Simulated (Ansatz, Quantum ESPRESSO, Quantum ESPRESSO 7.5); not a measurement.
## Zr(0001), 4 layers, one monolayer of Se on hcp sites: vacuum level and surface dipole

How much energy does it take to lift an electron out of Zr(0001), 4 layers, one monolayer of Se on hcp sites, and how far do the settings matter?

Program: Quantum ESPRESSO 7.5. Level of theory: plane-wave DFT, PBE, GBRV ultrasoft pseudopotentials (geometry and cross-check by Ansatz 0.2.0 with PAW datasets; geometry under PBE). Results are calculated unless marked as measured.

### Step 1. Starting point

The cell holds 5 atoms: 4 Zr and 1 Se. Its edges and angles: a = 3.230 Å, b = 3.230 Å, c = 26.718 Å, α = 90.0°, β = 90.0°, γ = 60.0°. It derives from Zr. Vacuum lies along c.

Structure file:

```cif
data_structure
_symmetry_space_group_name_H-M 'P 1'
_symmetry_Int_Tables_number 1
_cell_length_a 3.2300
_cell_length_b 3.2300
_cell_length_c 26.7181
_cell_angle_alpha 90.000
_cell_angle_beta 90.000
_cell_angle_gamma 60.000
_cell_volume 241.40
loop_
_atom_site_label
_atom_site_type_symbol
_atom_site_fract_x
_atom_site_fract_y
_atom_site_fract_z
_atom_site_occupancy
Zr1 Zr 0.66667 0.66667 0.31065 1
Zr2 Zr 0.00000 0.00000 0.40694 1
Zr3 Zr 0.66667 0.66667 0.50323 1
Zr4 Zr 0.00000 0.00000 0.59952 1
Se5 Se 0.66667 0.66667 0.68507 1
```

### Step 2. Relaxation with Ansatz

The geometry comes first, from a plane-wave PAW code, so that the later runs on this slab share one structure.

Contents of input.yaml:

```yaml
crystal:
  lattice:
    - [3.23, 0.0, 0.0]
    - [1.615, 2.7972620542, 0.0]
    - [0.0, 0.0, 26.718085]
  atoms:
    - { symbol: Zr, position: [0.6666666667, 0.6666666667, 0.3106510066] }
    - { symbol: Zr, position: [0.0, 0.0, 0.4069414032] }
    - { symbol: Zr, position: [0.6666666667, 0.6666666667, 0.5032317997] }
    - { symbol: Zr, position: [0.0, 0.0, 0.5995221963] }
    - { symbol: Se, position: [0.6666666667, 0.6666666667, 0.6850746124] }
kpoints:
  mp_grid: { grid: [12, 12, 1] }
hamiltonian:
  xc: pbe
scf:
  occupations: { method: fermi_dirac, width: 0.1 }
  convergence: { dr2_threshold: 1.0e-08 }
efield:
  axis: 3
  dipole_correction: true
  ramp_position: 0.97
  ramp_width: 0.04
relax:
  f_tol: 0.01
  constraints: [{ sites: [0, 1] }]
output:
  write_potential: true
  write_density: true
  volumetric_format: npy
```

Command:

```console
ansatz run input.yaml --threads 4 --pin off --max-ram 8192MiB --backend cpu --events-out ev --progress --plain --runs-dir out
```

Numbers of over 12 decimals in the logs are rounded to 6 here.

The log of the run:

```text
Engine: ansatz 0.2.0, aarch64-unknown-linux-gnu
Pseudopotentials: kind: paw
Pseudopotential: Zr, paw, valence charge 12, recommended cutoff 420 eV (normal), Zr.paw.azcp
Pseudopotential: Se, paw, valence charge 16, recommended cutoff 420 eV (normal), Se.paw.azcp
Functional definition: PBE
  parameter kappa = 0.804
  parameter beta = 0.066725
  exchange = pbe_x(kappa = kappa, mu = beta*pi^2/3)
  correlation = pbe_c(beta = beta)
Crystal: 5 atoms, lattice volume = 241.402 Å³
Basis set: ecut = 420 eV, 4805 PW (Γ), exchange–correlation on 48×48×360 points (8 copies of the dense FFT grid, shifted against one another)
Bands: 39, of which v1, the nominal top of the filled ones, is band 32 counted from 1 (31 counted from 0)
Symmetry: 6 space group operations
Space group: P3m1 (ITA 156), of the structure as read, at distance tolerance 6.2e-5 Å
k-points: 19 of 144 (time reversal used)
Non-local potential: Zr, projectors of the file, l = 0: 3, l = 1: 2, l = 2: 2, l = 3: 2
Non-local potential: Se, projectors of the file, l = 0: 2, l = 1: 2, l = 2: 3, l = 3: 1
PAW form: soft (Blöchl's): semilocal exchange-correlation on the pseudo side does not see the compensation charge
PAW one-centre angular grid: Zr, 590 points (default); XC on 64 Gauss nodes
PAW one-centre angular grid: Se, 590 points (default); XC on 64 Gauss nodes
Initial density: superposition of atomic densities (neutral atoms: chi_scale 0, normalization atom), corrected by the library's trained network
Initial wavefunctions: pseudopotential atomic-orbital guess
Functional: x = pbe(κ = 0.804, μ = 0.219515), c = pbe(β = 0.066725)
SCF iter   1: F=—  HF=-22204.458632 eV  |F-HF|=—  |Δ(HF+E_count)|=         —  Δρ=7.85e-3  dr2=6.91e0  ethr=1.77e-3  p=-0.059 e·Å  D=-4.45e-2 V/Å  ΔV_dip=1.19 eV  dr2_dipole=3.48e0  V_vac-E_F(+/−)=5.17/3.98 eV  ⟨swp⟩=7.4  Hψ=3192  notcnv=0
efield: sawtooth ramp at fractional position 0.9700 (set: `efield.ramp_position`, or a place that a band, a saddle search or an elastic batch's reference lends), width 0.0400; the density the first Hamiltonian is built on has a dipole p = -0.059 e·Å; the dipole correction subtracts the counter field D = -4.45e-2 V/Å, which shifts the + side's vacuum level by +1.19 eV against the − side's; the planar-averaged density in the ramp window peaks in size at 3.5e-5 e/Å³
preconditioner: auto → LDOS  [metal: Δε(μ)=0.014 eV  Ē_g=3.848 eV  σ=0.100 eV  W_gap=0.03  n_scr=18 (ndim 8)  ℏωp=11.2 eV  f_vac=0.478  D(μ)=6.65/eV (n_scr^D=18)  β→1.0]
SCF iter   2: F=—  HF=-22204.378269 eV  |F-HF|=—  |Δ(HF+E_count)|=   8.04e-2  Δρ=1.84e-3  dr2=2.59e-2  ethr=1.77e-3  p=-0.058 e·Å  D=-4.38e-2 V/Å  ΔV_dip=1.17 eV  dr2_dipole=7.37e-3  V_vac-E_F(+/−)=5.34/4.17 eV  ⟨swp⟩=1.8  Hψ=913  notcnv=0
SCF iter   3: F=—  HF=-22204.378631 eV  |F-HF|=—  |Δ(HF+E_count)|=   3.62e-4  Δρ=1.05e-3  dr2=1.31e-2  ethr=4.05e-5  p=-0.046 e·Å  D=-3.46e-2 V/Å  ΔV_dip=0.93 eV  dr2_dipole=4.40e-4  V_vac-E_F(+/−)=5.12/4.20 eV  ⟨swp⟩=2.1  Hψ=1184  notcnv=0
SCF iter   4: F=—  HF=-22204.377161 eV  |F-HF|=—  |Δ(HF+E_count)|=   1.47e-3  Δρ=2.86e-4  dr2=6.83e-4  ethr=2.04e-5  p=-0.052 e·Å  D=-3.91e-2 V/Å  ΔV_dip=1.04 eV  dr2_dipole=2.70e-4  V_vac-E_F(+/−)=5.23/4.19 eV  ⟨swp⟩=2.1  Hψ=990  notcnv=0
SCF iter   5: F=—  HF=-22204.377098 eV  |F-HF|=—  |Δ(HF+E_count)|=   6.30e-5  Δρ=8.26e-5  dr2=3.67e-5  ethr=1.07e-6  p=-0.051 e·Å  D=-3.80e-2 V/Å  ΔV_dip=1.02 eV  dr2_dipole=2.92e-7  V_vac-E_F(+/−)=5.21/4.19 eV  ⟨swp⟩=2.9  Hψ=1073  notcnv=0
SCF iter   6: F=—  HF=-22204.377123 eV  |F-HF|=—  |Δ(HF+E_count)|=   2.56e-5  Δρ=2.59e-5  dr2=2.64e-6  ethr=5.74e-8  p=-0.051 e·Å  D=-3.81e-2 V/Å  ΔV_dip=1.02 eV  dr2_dipole=9.85e-8  V_vac-E_F(+/−)=5.21/4.19 eV  ⟨swp⟩=2.2  Hψ=1080  notcnv=0
SCF iter   7: F=—  HF=-22204.376987 eV  |F-HF|=—  |Δ(HF+E_count)|=   1.36e-4  Δρ=8.00e-6  dr2=3.57e-7  ethr=4.13e-9  p=-0.051 e·Å  D=-3.81e-2 V/Å  ΔV_dip=1.02 eV  dr2_dipole=2.55e-8  V_vac-E_F(+/−)=5.21/4.19 eV  ⟨swp⟩=2.1  Hψ=1201  notcnv=0
SCF iter   8: F=—  HF=-22204.376988 eV  |F-HF|=—  |Δ(HF+E_count)|=   2.87e-7  Δρ=2.62e-6  dr2=5.63e-8  ethr=5.58e-10  p=-0.051 e·Å  D=-3.81e-2 V/Å  ΔV_dip=1.02 eV  dr2_dipole=1.59e-8  V_vac-E_F(+/−)=5.21/4.19 eV  ⟨swp⟩=2.3  Hψ=1049  notcnv=0
SCF iter   9: F=-22204.376988 eV  HF=-22204.376988 eV  |F-HF|=4.18e-9  |Δ(HF+E_count)|=   7.01e-8  Δρ=8.87e-7  dr2=5.43e-9  ethr=1.56e-11  p=-0.051 e·Å  D=-3.81e-2 V/Å  ΔV_dip=1.02 eV  dr2_dipole=4.84e-10  V_vac-E_F(+/−)=5.21/4.19 eV  ⟨swp⟩=9.3  Hψ=5057  notcnv=0
SCF 1 converged in 9 iterations: F = -22204.376988 eV  dr2 = 5.43e-9
  greatest PAW one-centre occupation: 1.000 electrons in one spin orbital (limit 2), on the Se atom at site 4 (counted from 0), in its partial waves of l = 2
relax step   1: F+E_penalty+E_count = -22204.37698784 eV  Δ(F+E_penalty+E_count) = +0.000e0 eV  max|allowed force component| = 1.446e0 eV/Å  Δτ_max = 0.0000 Å  (9 SCF iters, accepted)
Initial density: handed on by an earlier stage of this run
Initial wavefunctions: those handed on with the density
SCF iter   1: F=—  HF=-22204.935455 eV  |F-HF|=—  |Δ(HF+E_count)|=         —  Δρ=1.34e-2  dr2=1.29e1  ethr=3.10e-3  p=-0.051 e·Å  D=-3.81e-2 V/Å  ΔV_dip=1.02 eV  dr2_dipole=5.45e0  V_vac-E_F(+/−)=5.29/4.27 eV  ⟨swp⟩=4.7  Hψ=1953  notcnv=0
efield: sawtooth ramp at fractional position 0.9700 (set: `efield.ramp_position`, or a place that a band, a saddle search or an elastic batch's reference lends), width 0.0400; the density the first Hamiltonian is built on has a dipole p = -0.051 e·Å; the dipole correction subtracts the counter field D = -3.81e-2 V/Å, which shifts the + side's vacuum level by +1.02 eV against the − side's; the planar-averaged density in the ramp window peaks in size at 6.9e-6 e/Å³
preconditioner: auto → LDOS  [metal: Δε(μ)=0.042 eV  Ē_g=4.116 eV  σ=0.100 eV  W_gap=0.10  n_scr=18 (ndim 8)  ℏωp=11.2 eV  f_vac=0.489  D(μ)=5.48/eV (n_scr^D=16)  β→1.0]
SCF iter   2: F=—  HF=-22204.889702 eV  |F-HF|=—  |Δ(HF+E_count)|=   4.58e-2  Δρ=1.43e-2  dr2=1.58e1  ethr=3.10e-3  p=-0.073 e·Å  D=-5.44e-2 V/Å  ΔV_dip=1.45 eV  dr2_dipole=8.38e0  V_vac-E_F(+/−)=5.52/4.07 eV  ⟨swp⟩=2.3  Hψ=1211  notcnv=0
SCF iter   3: F=—  HF=-22204.624695 eV  |F-HF|=—  |Δ(HF+E_count)|=   2.65e-1  Δρ=1.48e-3  dr2=2.36e-2  ethr=3.10e-3  p=-0.061 e·Å  D=-4.57e-2 V/Å  ΔV_dip=1.22 eV  dr2_dipole=4.95e-3  V_vac-E_F(+/−)=5.41/4.19 eV  ⟨swp⟩=1.8  Hψ=927  notcnv=0
[...]
SCF iter   2: F=—  HF=-22204.634705 eV  |F-HF|=—  |Δ(HF+E_count)|=   3.22e-2  Δρ=1.78e-3  dr2=2.25e-2  ethr=1.03e-3  p=-0.066 e·Å  D=-4.94e-2 V/Å  ΔV_dip=1.32 eV  dr2_dipole=4.11e-3  V_vac-E_F(+/−)=5.51/4.19 eV  ⟨swp⟩=2.1  Hψ=839  notcnv=0
SCF iter   3: F=—  HF=-22204.632970 eV  |F-HF|=—  |Δ(HF+E_count)|=   1.74e-3  Δρ=9.01e-4  dr2=7.56e-3  ethr=3.52e-5  p=-0.061 e·Å  D=-4.54e-2 V/Å  ΔV_dip=1.21 eV  dr2_dipole=1.08e-4  V_vac-E_F(+/−)=5.41/4.19 eV  ⟨swp⟩=3.1  Hψ=1405  notcnv=0
SCF iter   4: F=—  HF=-22204.631705 eV  |F-HF|=—  |Δ(HF+E_count)|=   1.26e-3  Δρ=2.29e-4  dr2=9.00e-4  ethr=1.18e-5  p=-0.063 e·Å  D=-4.70e-2 V/Å  ΔV_dip=1.26 eV  dr2_dipole=1.21e-5  V_vac-E_F(+/−)=5.45/4.19 eV  ⟨swp⟩=2.0  Hψ=991  notcnv=0
SCF iter   5: F=—  HF=-22204.631669 eV  |F-HF|=—  |Δ(HF+E_count)|=   3.65e-5  Δρ=6.13e-5  dr2=4.08e-5  ethr=1.41e-6  p=-0.063 e·Å  D=-4.72e-2 V/Å  ΔV_dip=1.26 eV  dr2_dipole=9.27e-7  V_vac-E_F(+/−)=5.46/4.20 eV  ⟨swp⟩=1.7  Hψ=864  notcnv=0
SCF iter   6: F=—  HF=-22204.631691 eV  |F-HF|=—  |Δ(HF+E_count)|=   2.22e-5  Δρ=1.71e-5  dr2=2.23e-6  ethr=6.37e-8  p=-0.063 e·Å  D=-4.74e-2 V/Å  ΔV_dip=1.27 eV  dr2_dipole=1.23e-7  V_vac-E_F(+/−)=5.46/4.20 eV  ⟨swp⟩=2.0  Hψ=968  notcnv=0
SCF iter   7: F=—  HF=-22204.631558 eV  |F-HF|=—  |Δ(HF+E_count)|=   1.33e-4  Δρ=4.00e-6  dr2=7.85e-8  ethr=3.49e-9  p=-0.063 e·Å  D=-4.74e-2 V/Å  ΔV_dip=1.27 eV  dr2_dipole=3.10e-8  V_vac-E_F(+/−)=5.46/4.20 eV  ⟨swp⟩=2.2  Hψ=1179  notcnv=0
SCF iter   8: F=-22204.631558 eV  HF=-22204.631558 eV  |F-HF|=5.01e-9  |Δ(HF+E_count)|=   6.09e-8  Δρ=9.63e-7  dr2=4.53e-9  ethr=1.56e-11  p=-0.063 e·Å  D=-4.74e-2 V/Å  ΔV_dip=1.27 eV  dr2_dipole=8.86e-13  V_vac-E_F(+/−)=5.46/4.20 eV  ⟨swp⟩=9.9  Hψ=5371  notcnv=0
SCF 3 converged in 8 iterations: F = -22204.631558 eV  dr2 = 4.53e-9
relax step   3: F+E_penalty+E_count = -22204.63155775 eV  Δ(F+E_penalty+E_count) = -7.911e-3 eV  max|allowed force component| = 1.355e-1 eV/Å  Δτ_max = 0.1032 Å  (8 SCF iters, accepted)
SCF iter   1: F=—  HF=-22204.637267 eV  |F-HF|=—  |Δ(HF+E_count)|=         —  Δρ=1.61e-3  dr2=1.10e-1  ethr=1.45e-3  p=-0.063 e·Å  D=-4.74e-2 V/Å  ΔV_dip=1.27 eV  dr2_dipole=2.22e-2  V_vac-E_F(+/−)=5.45/4.18 eV  ⟨swp⟩=2.0  Hψ=1286  notcnv=0
efield: sawtooth ramp at fractional position 0.9700 (set: `efield.ramp_position`, or a place that a band, a saddle search or an elastic batch's reference lends), width 0.0400; the density the first Hamiltonian is built on has a dipole p = -0.063 e·Å; the dipole correction subtracts the counter field D = -4.74e-2 V/Å, which shifts the + side's vacuum level by +1.27 eV against the − side's; the planar-averaged density in the ramp window peaks in size at 2.3e-6 e/Å³
preconditioner: auto → LDOS  [metal: Δε(μ)=0.053 eV  Ē_g=3.910 eV  σ=0.100 eV  W_gap=0.13  n_scr=18 (ndim 8)  ℏωp=11.2 eV  f_vac=0.490  D(μ)=6.59/eV (n_scr^D=18)  β→1.0]
SCF iter   2: F=—  HF=-22204.634497 eV  |F-HF|=—  |Δ(HF+E_count)|=   2.77e-3  Δρ=5.23e-4  dr2=3.35e-3  ethr=1.71e-4  p=-0.062 e·Å  D=-4.68e-2 V/Å  ΔV_dip=1.25 eV  dr2_dipole=1.39e-3  V_vac-E_F(+/−)=5.45/4.20 eV  ⟨swp⟩=1.0  Hψ=893  notcnv=0
SCF iter   3: F=—  HF=-22204.634322 eV  |F-HF|=—  |Δ(HF+E_count)|=   1.74e-4  Δρ=2.24e-4  dr2=3.98e-4  ethr=5.23e-6  p=-0.063 e·Å  D=-4.75e-2 V/Å  ΔV_dip=1.27 eV  dr2_dipole=7.87e-6  V_vac-E_F(+/−)=5.46/4.20 eV  ⟨swp⟩=2.0  Hψ=1076  notcnv=0
SCF iter   4: F=—  HF=-22204.634269 eV  |F-HF|=—  |Δ(HF+E_count)|=   5.32e-5  Δρ=6.42e-5  dr2=3.00e-5  ethr=6.21e-7  p=-0.063 e·Å  D=-4.71e-2 V/Å  ΔV_dip=1.26 eV  dr2_dipole=2.89e-6  V_vac-E_F(+/−)=5.45/4.20 eV  ⟨swp⟩=2.0  Hψ=1158  notcnv=0
SCF iter   5: F=—  HF=-22204.634277 eV  |F-HF|=—  |Δ(HF+E_count)|=   8.09e-6  Δρ=1.67e-5  dr2=1.14e-6  ethr=4.69e-8  p=-0.063 e·Å  D=-4.71e-2 V/Å  ΔV_dip=1.26 eV  dr2_dipole=8.29e-9  V_vac-E_F(+/−)=5.46/4.20 eV  ⟨swp⟩=2.7  Hψ=1150  notcnv=0
SCF iter   6: F=—  HF=-22204.634137 eV  |F-HF|=—  |Δ(HF+E_count)|=   1.40e-4  Δρ=5.51e-6  dr2=1.89e-7  ethr=1.78e-9  p=-0.063 e·Å  D=-4.71e-2 V/Å  ΔV_dip=1.26 eV  dr2_dipole=1.01e-8  V_vac-E_F(+/−)=5.45/4.20 eV  ⟨swp⟩=2.5  Hψ=1217  notcnv=0
SCF iter   7: F=—  HF=-22204.634137 eV  |F-HF|=—  |Δ(HF+E_count)|=   1.28e-7  Δρ=1.78e-6  dr2=1.73e-8  ethr=2.96e-10  p=-0.063 e·Å  D=-4.71e-2 V/Å  ΔV_dip=1.26 eV  dr2_dipole=7.16e-9  V_vac-E_F(+/−)=5.46/4.20 eV  ⟨swp⟩=2.3  Hψ=1024  notcnv=0
SCF iter   8: F=-22204.634137 eV  HF=-22204.634137 eV  |F-HF|=1.33e-9  |Δ(HF+E_count)|=   1.25e-8  Δρ=3.81e-7  dr2=4.40e-10  ethr=1.56e-11  p=-0.063 e·Å  D=-4.71e-2 V/Å  ΔV_dip=1.26 eV  dr2_dipole=3.11e-13  V_vac-E_F(+/−)=5.46/4.20 eV  ⟨swp⟩=9.1  Hψ=4912  notcnv=0
SCF 4 converged in 8 iterations: F = -22204.634137 eV  dr2 = 4.40e-10
relax step   4: F+E_penalty+E_count = -22204.63413716 eV  Δ(F+E_penalty+E_count) = -2.579e-3 eV  max|allowed force component| = 5.307e-3 eV/Å  Δτ_max = 0.0346 Å  (8 SCF iters, accepted)
NSCF: frozen V_eff on 19 k-points
the band table was solved once a step of the walk had ended and its energy, with any forces and stress, was formed, with the checks that follow a solve (3089 applications of the Hamiltonian). They found nothing against the state; the energy, forces and stress were not computed again (output.eigenvalues in the input reference)
SCF converged after 8 iterations
Free energy (F): -22204.634137 eV
Harris-Foulkes:  -22204.634137 eV  (|F-HF|=1.33e-9)
Internal energy: -22204.414697 eV  (E = F + TS)
E sigma→0 (E₀):  -22204.524417 eV
Entropy (-TS):   -0.219441 eV (-43.888 meV/atom)
Fermi energy:    3.729747 eV
Dipole field:    D = -0.047140 V/Å  (p = -0.062888 e·Å, saw-weighted, corrected)
Work function:   Φ+ = 5.4550 eV   Φ− = 4.1956 eV
Levels:          The Fermi level and band energies are counted from a zero that moves with the ramp; work functions are not
--- Per-component energies (eV) ---
  E_band       = -1323.696463
  E_kinetic    = 1448.567423
  E_local      = -57139.408669  (includes V_loc(G=0)·N_el)
  E_nonlocal   = -273.195858
  E_hartree    = 27801.017635
  E_xc         = -749.384851
  E_vxc        = -859.913652  (∫ρ·V_xc dr)
  E_paw        = -13727.892903  (= ΣΔE_a)
  E_vpaw       = -103.509972  (= ΣTr[D̂ρ^β])
  E_aug_tail   = -0.000506  (compensation charges beyond the density's cutoff)
  E_efield     = 0.001482  (sawtooth field / dipole correction)
  E_vefield    = 1.730214  (∫n·V_field dr)
  E_ewald      = 20435.881550
  E_smearing   = -0.219441  (= −TS)
  E_closure    = -0.000000  (closes the sum)
  Σ components = -22204.634137   (vs F -22204.634137, Δ=0.00e0)
--- Forces (eV/Å), atoms counted from 1 ---
  atom   1  Zr     0.00000000    -0.00000000     0.44391449
  atom   2  Zr    -0.00000000     0.00000000    -0.45186894
  atom   3  Zr     0.00000000    -0.00000000     0.00376600
  atom   4  Zr    -0.00000000     0.00000000    -0.00113951
  atom   5  Se    -0.00000000     0.00000000     0.00530664
  max |Σ_I F_I| component: 2.13e-5 eV/Å
--- Band table (eV; the first three rows and the last of 19) ---
  k-point 0: bands = [... 28 lower, 3.9368, 3.9368, 4.1347, 4.3652, 4.6089, 4.6089, 4.6187, 4.7199, ... 3 higher]
  k-point 1: bands = [... 28 lower, 3.6764, 3.9702, 4.0909, 4.1539, 4.3326, 4.5836, 4.7099, 4.7659, ... 3 higher]
  k-point 2: bands = [... 28 lower, 3.3368, 3.5918, 3.8490, 3.9328, 4.0674, 4.2004, 4.6209, 4.7463, ... 3 higher]
  k-point 18: bands = [... 28 lower, 2.5101, 2.7331, 2.9880, 3.3706, 3.7895, 3.8691, 3.9264, 4.0160, ... 3 higher]
--- Relaxed structure (4 steps of the walk, 4 accepted, 0 SCFs on fresh bases) ---
  F+E_penalty+E_count = -22204.63413716 eV   max|allowed force component| = 5.307e-3 eV/Å
  atoms:
    - { symbol: Zr, position: [0.666667, 0.666667, 0.3106510066] }
    - { symbol: Zr, position: [-2.22044604937956e-17, -2.2204460493795597e-17, 0.406941] }
    - { symbol: Zr, position: [0.666667, 0.666667, 0.505839] }
    - { symbol: Zr, position: [-1.8685695856089505e-17, -2.2204460493795613e-17, 0.602396] }
    - { symbol: Se, position: [0.666667, 0.666667, 0.676342] }
```

Run time: 16 s. Hardware: 4 threads of Arm Neoverse V2, shared host; peak memory 0.6 GiB.

The steps of the relaxation:

```
step  energy less that of the first step (eV)  largest force component (eV/Å)
   1                                   0.0000                          1.4463
   2                                  -0.2467                          0.3796
   3                                  -0.2546                          0.1355
   4                                  -0.2571                          0.0053
```

Forces are held to the 6 operations that the run works with; a distortion that breaks them can't arise in this run.

The atoms that moved most (Å):

```
atom     dx     dy      dz  length
 Se5  0.000  0.000  -0.233   0.233
 Zr4  0.000  0.000   0.077   0.077
 Zr3  0.000  0.000   0.070   0.070
```

Final coordinates:

```cif
data_structure
_symmetry_space_group_name_H-M 'P 1'
_symmetry_Int_Tables_number 1
_cell_length_a 3.2300
_cell_length_b 3.2300
_cell_length_c 26.7181
_cell_angle_alpha 90.000
_cell_angle_beta 90.000
_cell_angle_gamma 60.000
_cell_volume 241.40
loop_
_atom_site_label
_atom_site_type_symbol
_atom_site_fract_x
_atom_site_fract_y
_atom_site_fract_z
_atom_site_occupancy
Zr1 Zr 0.66667 0.66667 0.31065 1
Zr2 Zr 0.00000 0.00000 0.40694 1
Zr3 Zr 0.66667 0.66667 0.50584 1
Zr4 Zr 0.00000 0.00000 0.60240 1
Se5 Se 0.66667 0.66667 0.67634 1
```

The relaxation lowers the energy by 51 meV an atom. Held were the atoms numbered 1 and 2; the forces quoted are those on the free ones.

Read from the output:

| Property | Result |
| --- | --- |
| free energy | -22204.6341 eV |
| energy at zero smearing | -22204.5244 eV |
| smearing term TS | 0.2194 eV |
| Fermi energy | 3.730 eV |
| symmetry operations | 6 |
| work function of the upper face | 5.455 eV |
| work function of the lower face | 4.196 eV |
| dipole along the normal | -0.06289 e·Å |

[end of part 1 of 6]

[Logs are printed without paths, hosts, clocks, repeated set-up lines and the standing remarks that a program may print on its own settings, such as how far it seeks lower states.]

[Hosts, paths, dates, database ids (printed as entryN), source tags and the programs' standing remarks are cut or masked in the printed files.]

[Maps of the electrostatic potential energy from Ansatz leave out the sawtooth potential of an applied field or a dipole correction, so their vacuum need not be flat; planar profiles and work functions include it.]
